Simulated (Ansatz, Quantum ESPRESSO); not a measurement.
# Complex bands of KF, rock salt type, lattice constant set to 5.338 Å, part 4 of 4

How good a tunnel barrier is KF, rock salt type, lattice constant set to 5.338 Å?

Quantum ESPRESSO 7.5; plane-wave DFT, LDA, GBRV ultrasoft pseudopotentials; cross-check by Ansatz 0.2.0 with PAW datasets.

So far. Step 2 (Self-consistent run): The run needed 11 iterations to bring the estimated error under 1e-09 Ry. Step 5 (Complex band structure, with ikind = 1): The message: “do_cond (1): different cut-offs on left lead and scattering region”. ikind = 1 needs a scattering region, which this input doesn't give; ikind = 0 solves the crystal alone.

The structure was built from a prototype and need not be the compound's stable phase.

## (6) Cross-check with Ansatz

A second code with its own PAW datasets, on the same atoms.

Level of this step: plane-wave DFT, LDA, Ansatz PAW (Ansatz 0.2.0).

Input file input.yaml:

```yaml
crystal:
  lattice:
    - [3.774535998, 0.0, 0.0]
    - [0.0, 3.774535998, 0.0]
    - [0.0, 0.0, 5.338]
  atoms:
    - { symbol: K, position: [0.0, 0.0, 0.0] }
    - { symbol: F, position: [0.5, 0.5, 0.0] }
    - { symbol: K, position: [0.5, 0.5, 0.5] }
    - { symbol: F, position: [0.0, 0.0, 0.5] }
kpoints:
  mp_grid: { grid: [6, 6, 6] }
hamiltonian:
  xc: lda
scf:
  occupations: { method: fixed }
  convergence: { dr2_threshold: 1.0e-09 }
output:
  transmission:
    leads: [[0, 0]]
    kpoints: [[0, 0], [0.5, 0], [0.5, 0.5], [0.25, 0]]
    e_range: [-2.1, 9.9]
    de: 0.3
```

Run with:

```
$ ansatz run input.yaml --threads 2 --pin off --max-ram 4096MiB --backend cpu --events-out ev --progress --plain --runs-dir out
```

Numbers of over 12 decimals in the logs are rounded to 6 here.

The program printed:

```text
Engine: ansatz 0.2.0, x86_64-unknown-linux-gnu
Pseudopotentials: kind: paw
Pseudopotential: K, paw, valence charge 9, recommended cutoff 420 eV (normal), K.paw.azcp
Pseudopotential: F, paw, valence charge 7, recommended cutoff 420 eV (normal), F.paw.azcp
Functional definition: SPW92
  exchange = slater_x
  correlation = pw_c
Crystal: 4 atoms, lattice volume = 76.051 Å³
Basis set: ecut = 420 eV, 1465 PW (Γ)
Bands: 20, of which v1, the nominal top of the filled ones, is band 16 counted from 1 (15 counted from 0)
Symmetry: 32 space group operations
Space group: Fm-3m (ITA 225), of the structure as read, at distance tolerance 4.2e-5 Å
k-points: 40 of 216
Non-local potential: K, projectors of the file, l = 0: 3, l = 1: 2, l = 2: 2
Non-local potential: F, projectors of the file, l = 0: 2, l = 1: 2, l = 2: 1
PAW form: soft (Blöchl's): semilocal exchange-correlation on the pseudo side does not see the compensation charge
PAW frozen core: K, regenerated for the run's functional, and the local potential with it (the file was generated under x = pbe(κ = 0.804, μ = 0.219515), c = pbe(β = 0.066725))
PAW frozen core: F, regenerated for the run's functional, and the local potential with it (the file was generated under x = pbe(κ = 0.804, μ = 0.219515), c = pbe(β = 0.066725))
PAW one-centre angular grid: K, 110 points (default); XC on 64 Gauss nodes
PAW one-centre angular grid: F, 110 points (default); XC on 64 Gauss nodes
Initial density: superposition of atomic densities (neutral atoms: chi_scale 0, normalization atom), corrected by the library's trained network
Initial wavefunctions: pseudopotential atomic-orbital guess
Functional: x = slater, c = lda
SCF iter   1: F=—  HF=-4585.514739 eV  |F-HF|=—  |Δ(HF+E_count)|=         —  Δρ=1.61e-2  dr2=1.49e-1  ethr=1.77e-3  ⟨swp⟩=4.5  Hψ=3383  notcnv=0  defer=64
preconditioner: auto → Resta (q_TF=auto, 2.362 Å⁻¹)  ε∞=3.1  [insulator: Δε(μ)=5.530 eV  Ē_g=15.640 eV  n_scr=20 (ndim 8)  ℏωp=22.5 eV  f_vac=0.127  ε∞_Penn≈3.1]
SCF iter   2: F=—  HF=-4585.475968 eV  |F-HF|=—  |Δ(HF+E_count)|=   3.88e-2  Δρ=6.45e-3  dr2=1.21e-2  ethr=4.67e-4  ⟨swp⟩=2.0  Hψ=1764  notcnv=0  defer=66
SCF iter   3: F=—  HF=-4585.472629 eV  |F-HF|=—  |Δ(HF+E_count)|=   3.34e-3  Δρ=2.26e-3  dr2=2.33e-3  ethr=3.79e-5  ⟨swp⟩=2.0  Hψ=1378  notcnv=0  defer=78
SCF iter   4: F=—  HF=-4585.471973 eV  |F-HF|=—  |Δ(HF+E_count)|=   6.56e-4  Δρ=3.35e-4  dr2=9.08e-5  ethr=7.28e-6  ⟨swp⟩=3.0  Hψ=1165  notcnv=0  defer=78
SCF iter   5: F=—  HF=-4585.471979 eV  |F-HF|=—  |Δ(HF+E_count)|=   5.80e-6  Δρ=6.27e-5  dr2=2.40e-6  ethr=2.84e-7  ⟨swp⟩=2.0  Hψ=1440  notcnv=0
SCF iter   6: F=—  HF=-4585.471980 eV  |F-HF|=—  |Δ(HF+E_count)|=   6.01e-7  Δρ=1.25e-5  dr2=7.81e-8  ethr=7.49e-9  ⟨swp⟩=2.9  Hψ=1306  notcnv=0
SCF iter   7: F=—  HF=-4585.471980 eV  |F-HF|=—  |Δ(HF+E_count)|=   1.66e-8  Δρ=2.69e-6  dr2=3.45e-9  ethr=2.44e-10  ⟨swp⟩=2.0  Hψ=1344  notcnv=0
SCF iter   8: F=-4585.471980 eV  HF=-4585.471980 eV  |F-HF|=2.09e-11  |Δ(HF+E_count)|=  5.68e-10  Δρ=2.88e-7  dr2=3.83e-11  ethr=3.13e-12  ⟨swp⟩=4.8  Hψ=2678  notcnv=0
SCF 1 converged in 8 iterations: F = -4585.471980 eV  dr2 = 3.83e-11
  greatest PAW one-centre occupation: 0.985 electrons in one spin orbital (limit 2), on the K atom at site 2 (counted from 0), in its partial waves of l = 0
transmission: 9 of 36 steps passed
transmission: 18 of 36 steps passed
transmission: 27 of 36 steps passed
transmission: 36 of 36 steps passed
SCF converged after 8 iterations
Free energy (F): -4585.471980 eV
Harris-Foulkes:  -4585.471980 eV  (|F-HF|=2.09e-11)
Internal energy: -4585.471980 eV  (E = F + TS)
E sigma→0 (E₀):  -4585.471980 eV
Fermi energy:    1.030113 eV
--- Per-component energies (eV) ---
  E_band       = -257.584144
  E_kinetic    = 918.759672
  E_local      = -2217.843690  (includes V_loc(G=0)·N_el)
  E_nonlocal   = 181.970944
  E_hartree    = 792.474772
  E_xc         = -423.507226
  E_vxc        = -531.045146  (∫ρ·V_xc dr)
  E_paw        = -1859.837997  (= ΣΔE_a)
  E_vpaw       = -194.379318  (= ΣTr[D̂ρ^β])
  E_aug_tail   = 0.004055  (compensation charges beyond the density's cutoff)
  E_ewald      = -1978.234014
  E_core_change = 0.741503  (= ΣΔE_core)
  E_smearing   = -0.000000  (= −TS)
  E_closure    = -0.000000  (closes the sum)
  Σ components = -4585.471980   (vs F -4585.471980, Δ=0.00e0)
--- Band table (eV; the first three rows and the last of 40) ---
  k-point 0: bands = [... 12 lower, 0.9756, 1.0301, 1.0301, 1.0301, 6.8541, 8.9578, 11.1809, 11.5678]
  k-point 1: bands = [... 12 lower, 0.9742, 0.9742, 1.0208, 1.0208, 7.1168, 9.0745, 10.6565, 11.2754]
  k-point 2: bands = [... 12 lower, 0.9740, 0.9740, 1.0004, 1.0004, 7.7889, 9.4172, 9.6859, 10.6321]
  k-point 39: bands = [... 12 lower, 0.8651, 0.8651, 0.8651, 0.8651, 10.4968, 10.4968, 10.4968, 10.4968]
--- Transmission ---
  basis      : 121 plane waves across, 9 finite elements along
  points     : 4, as listed
  energies   : 41 from -2.100000 to 9.900000 eV about the Fermi level, 0.300000 eV apart; the leads are filled to 2.911987 eV, and channels, transmission and decay are at 3.000000 eV
  crystal 0  : K2F2, at the sites [0, 0], period 5.3380 Å: whole cells are its period
    offset         : up to 0.0000 Å between an atom of the period and one for which it stands
    channels       : 0.000000e0 a spin
    conductance    : none, the energies end too early or step too widely for 300 K: set another output.transmission.e_range or a lower de, or, where they end at an eighth of basis.ecutwfc, a higher one
    slowest decay  : 0.4544 /Å at (0.0000, 0.0000)
```

Wall time 15 s (2 threads of Intel Xeon Platinum 8375C at 2.90GHz (Ice Lake), shared host); peak memory 0.45 GiB; 20 s of CPU time.

Numbers from this step:

| Item | Value |
| --- | --- |
| free energy | -4585.4720 eV |
| gap by band count | 5.824 eV |
| symmetry operations | 32 |
| slowest decay at the grid energy nearest mid-gap | 0.4544 Å⁻¹ |
| peak of the smallest κ at the zone centre | 0.4572 Å⁻¹ |
| peak of the smallest κ at (1/2, 0) | 0.6058 Å⁻¹ |
| peak of the smallest κ at (1/2, 1/2) | 0.6121 Å⁻¹ |
| peak of the smallest κ at (1/4, 0) | 0.5139 Å⁻¹ |
| valence top, on the run's zero | 1.030 eV |

K across = (0, 0) in the cell's reciprocal vectors; values within 0.0025 1/Å of each other count once, columns are sorted by size at each energy, a dash where no further value was kept. Table of Im kz of the slowest decaying states by energy, zero at the highest filled level of the SCF mesh:

```
energy (eV)  decay 1 (Å⁻¹)  decay 2 (Å⁻¹)  decay 3 (Å⁻¹)
      -2.10          0.558           1.20              -
      -1.80          0.521           1.16              -
      -1.20          0.418           1.07              -
      -0.90          0.333          1.000              -
      -0.30          0.756              -              -
       0.00         0.0227         0.0675          0.277
       0.30          0.251          0.393          0.678
       0.90          0.373          0.510          0.842
       1.20          0.405          0.547          0.876
       1.50          0.426          0.576          0.898
       2.10          0.451          0.620          0.921
       2.40          0.456          0.636          0.926
       3.00          0.454          0.661          0.927
       3.30          0.448          0.670          0.924
       3.60          0.437          0.678          0.919
       4.20          0.401          0.689          0.903
       4.50          0.375          0.692          0.893
       4.80          0.341          0.694          0.881
       5.40          0.233          0.694          0.854
       5.70          0.130          0.693          0.829
       6.30          0.687          0.713          0.801
       6.60          0.646          0.682          0.780
       6.90          0.571          0.676          0.758
       7.50          0.372          0.661          0.707
       7.80          0.204          0.651          0.678
       8.10          0.640          0.646          0.806
       8.70          0.573          0.614          0.758
       9.00          0.529          0.598          0.733
       9.60          0.422          0.560          0.681
       9.90          0.352          0.538          0.653
```

K across = (0, 0) in the cell's reciprocal vectors. Re kz of states that move upwards against energy, zero at the highest filled level of the SCF mesh:

```
energy (eV)  channel 1 (Å⁻¹)  channel 2 (Å⁻¹)
      -2.10                -                -
      -1.80                -                -
      -1.20                -                -
      -0.90                -                -
      -0.30           -0.322           -0.207
       0.00                -                -
       0.30                -                -
       0.90                -                -
       1.20                -                -
       1.50                -                -
       2.10                -                -
       2.40                -                -
       3.00                -                -
       3.30                -                -
       3.60                -                -
       4.20                -                -
       4.50                -                -
       4.80                -                -
       5.40                -                -
       5.70                -                -
       6.30            0.269                -
       6.60            0.353                -
       6.90            0.426                -
       7.50            0.557                -
       7.80           -0.559                -
       8.10           -0.500            0.239
       8.70           -0.384            0.513
       9.00           -0.566           -0.326
       9.60           -0.393           -0.202
       9.90           -0.307           -0.128
```

K across = (1/2, 0) in the cell's reciprocal vectors; values within 0.0025 1/Å of each other count once, columns are sorted by size at each energy, a dash where no further value was kept. The Im kz of the slowest decaying states by energy, zero at the highest filled level of the SCF mesh:

```
energy (eV)  decay 1 (Å⁻¹)  decay 2 (Å⁻¹)  decay 3 (Å⁻¹)
      -2.10          0.533           1.03           1.12
      -1.80          0.491          0.980           1.07
      -1.20          0.354          0.843          0.954
      -0.90          0.164          0.727              -
      -0.30          0.418          0.622              -
       0.00          0.227          0.754              -
       0.30          0.356          0.827          0.858
       0.90          0.468          0.904          0.957
       1.20          0.501          0.927          0.985
       1.50          0.526          0.944           1.01
       2.10          0.562          0.965           1.03
       2.40          0.575          0.972           1.04
       3.00          0.593          0.978           1.05
       3.30          0.599          0.978           1.05
       3.60          0.603          0.977           1.05
       4.20          0.606          0.971           1.05
       4.50          0.605          0.967           1.05
       4.80          0.602          0.962           1.04
       5.40          0.593          0.950           1.03
       5.70          0.585          0.944           1.02
       6.30          0.566          0.933           1.01
       6.60          0.552          0.932          0.996
       6.90          0.537          0.937          0.985
       7.50          0.497          0.962          0.989
       7.80          0.470          0.945          0.950
       8.10          0.436          0.893          0.937
       8.70          0.303          0.699              -
       9.00          0.381          0.898          0.937
       9.60          0.501          0.874           1.02
       9.90          0.495          0.865           1.04
```

K across = (1/2, 1/2) in the cell's reciprocal vectors; values within 0.0025 1/Å of each other count once, columns are sorted by size at each energy, a dash where no further value was kept. Table of Im kz of the slowest decaying states by energy, zero at the highest filled level of the SCF mesh:

```
energy (eV)  decay 1 (Å⁻¹)  decay 2 (Å⁻¹)  decay 3 (Å⁻¹)
      -2.10          0.574           1.15              -
      -1.80          0.540           1.11              -
      -1.50          0.498           1.06              -
      -1.20          0.444           1.01              -
      -0.90          0.369          0.933              -
      -0.60          0.241          0.825              -
      -0.30          0.598              -              -
       0.00          0.140          0.295          0.866
       0.30          0.317          0.576           1.00
       0.60          0.398          0.667           1.08
       0.90          0.450          0.714           1.13
       1.20          0.488          0.742           1.17
       1.50          0.518          0.758           1.21
       1.80          0.541          0.767           1.23
       2.10          0.559          0.771           1.25
       2.40          0.574          0.770           1.27
       2.70          0.585          0.766           1.28
       3.00          0.595          0.759           1.29
       3.30          0.602          0.749           1.30
       3.60          0.607          0.737           1.31
       4.20          0.612          0.706           1.32
       4.50          0.612          0.687           1.33
       4.80          0.611          0.666           1.33
       5.10          0.608          0.642           1.33
       5.40          0.604          0.616           1.34
       5.70          0.586          0.598           1.34
       6.00          0.553          0.591           1.34
       6.30          0.515          0.582           1.34
       6.60          0.471          0.572           1.34
       6.90          0.420          0.560           1.34
       7.20          0.358          0.545           1.34
       7.50          0.279          0.529           1.34
       8.10          0.488           1.29           1.35
       8.40          0.462           1.26           1.36
       8.70          0.432           1.23           1.38
       9.00          0.395           1.19           1.43
       9.30          0.350           1.15           1.41
       9.60          0.291           1.12           1.39
       9.90          0.203           1.08           1.37
```

K across = (1/4, 0) in the cell's reciprocal vectors; values within 0.0025 1/Å of each other count once, columns are sorted by size at each energy, a dash where no further value was kept. The Im kz of the slowest decaying states by energy, zero at the highest filled level of the SCF mesh:

```
energy (eV)  decay 1 (Å⁻¹)  decay 2 (Å⁻¹)  decay 3 (Å⁻¹)
      -2.10          0.547           1.10           1.15
      -1.50          0.461           1.01           1.07
      -0.90          0.295          0.863          0.934
      -0.30          0.232          0.278          0.283
       0.00          0.125          0.283          0.601
       0.30          0.296          0.392          0.766
       0.90          0.413          0.502          0.863
       1.20          0.444          0.537          0.888
       1.80          0.485          0.587          0.916
       2.40          0.506          0.621          0.927
       3.00          0.514          0.644          0.927
       3.60          0.510          0.659          0.920
       4.20          0.496          0.669          0.906
       4.80          0.468          0.672          0.886
       5.40          0.423          0.671          0.861
       6.00          0.350          0.665          0.831
       6.60          0.216          0.654          0.793
       6.90          0.645          0.772          0.820
       7.50          0.614          0.715          0.720
       8.10          0.487          0.634          0.654
       8.70          0.568          0.597          0.666
       9.30         0.0402          0.446          0.560
       9.90         0.0803          0.495          0.516
```

## (7) A check by hand

T falls as exp(−2κd). With κ = 0.454 1/Å, 10 Å of barrier pass exp(−2 × 0.454 × 10) = 1.1e-4 of that channel, interfaces aside.

## (8) Outcome

```
gap on the SCF mesh                                                  : 5.81 eV
smallest κ at mid-gap among the four k points, at the zone centre    : 0.454 Å⁻¹
peak of the smallest κ in the stop band at the zone centre           : 0.456 Å⁻¹
peak of the smallest κ in the stop band at (1/2, 0)                  : 0.605 Å⁻¹
peak of the smallest κ in the stop band at (1/2, 1/2)                : 0.611 Å⁻¹
peak of the smallest κ in the stop band at (1/4, 0)                  : 0.513 Å⁻¹
energy of the peak at the zone centre, over the highest filled level : 2.70 eV
peak at the zone centre by Ansatz                                    : 0.457 Å⁻¹
```

In words: With a gap of 5.81 eV on the mesh, the smallest κ at mid-gap among the four k points, at the zone centre is 0.454 Å⁻¹ (LDA, GBRV ultrasoft). For a barrier with the Fermi level at mid-gap the slowest state found, at the zone centre, loses a factor of ten in probability every 2.5 Å or so. Stop bands away from the zone centre are mostly wider than the gap, so their peaks can lie above the conduction bottom. At the zone centre pwcond's peak is 0.456 and Ansatz's 0.457 1/Å, 0 % apart. The cell is the a/√2 one, turned by 45°, with two primitive cells, so X along [001] folds onto kz = 0. A semilocal gap is too small, often by a third to a half and by more in narrow-gap crystals, so real barriers decay faster.

[Logs are printed without paths, hosts, clocks, repeated set-up lines and the standing remarks that a program may print on its own settings, such as how far it seeks lower states.]

[Hosts, paths, dates, database ids (printed as entryN), source tags and the programs' standing remarks are cut or masked in the printed files.]

[Maps of the electrostatic potential energy from Ansatz leave out the sawtooth potential of an applied field or a dipole correction, so their vacuum need not be flat; planar profiles and work functions include it.]
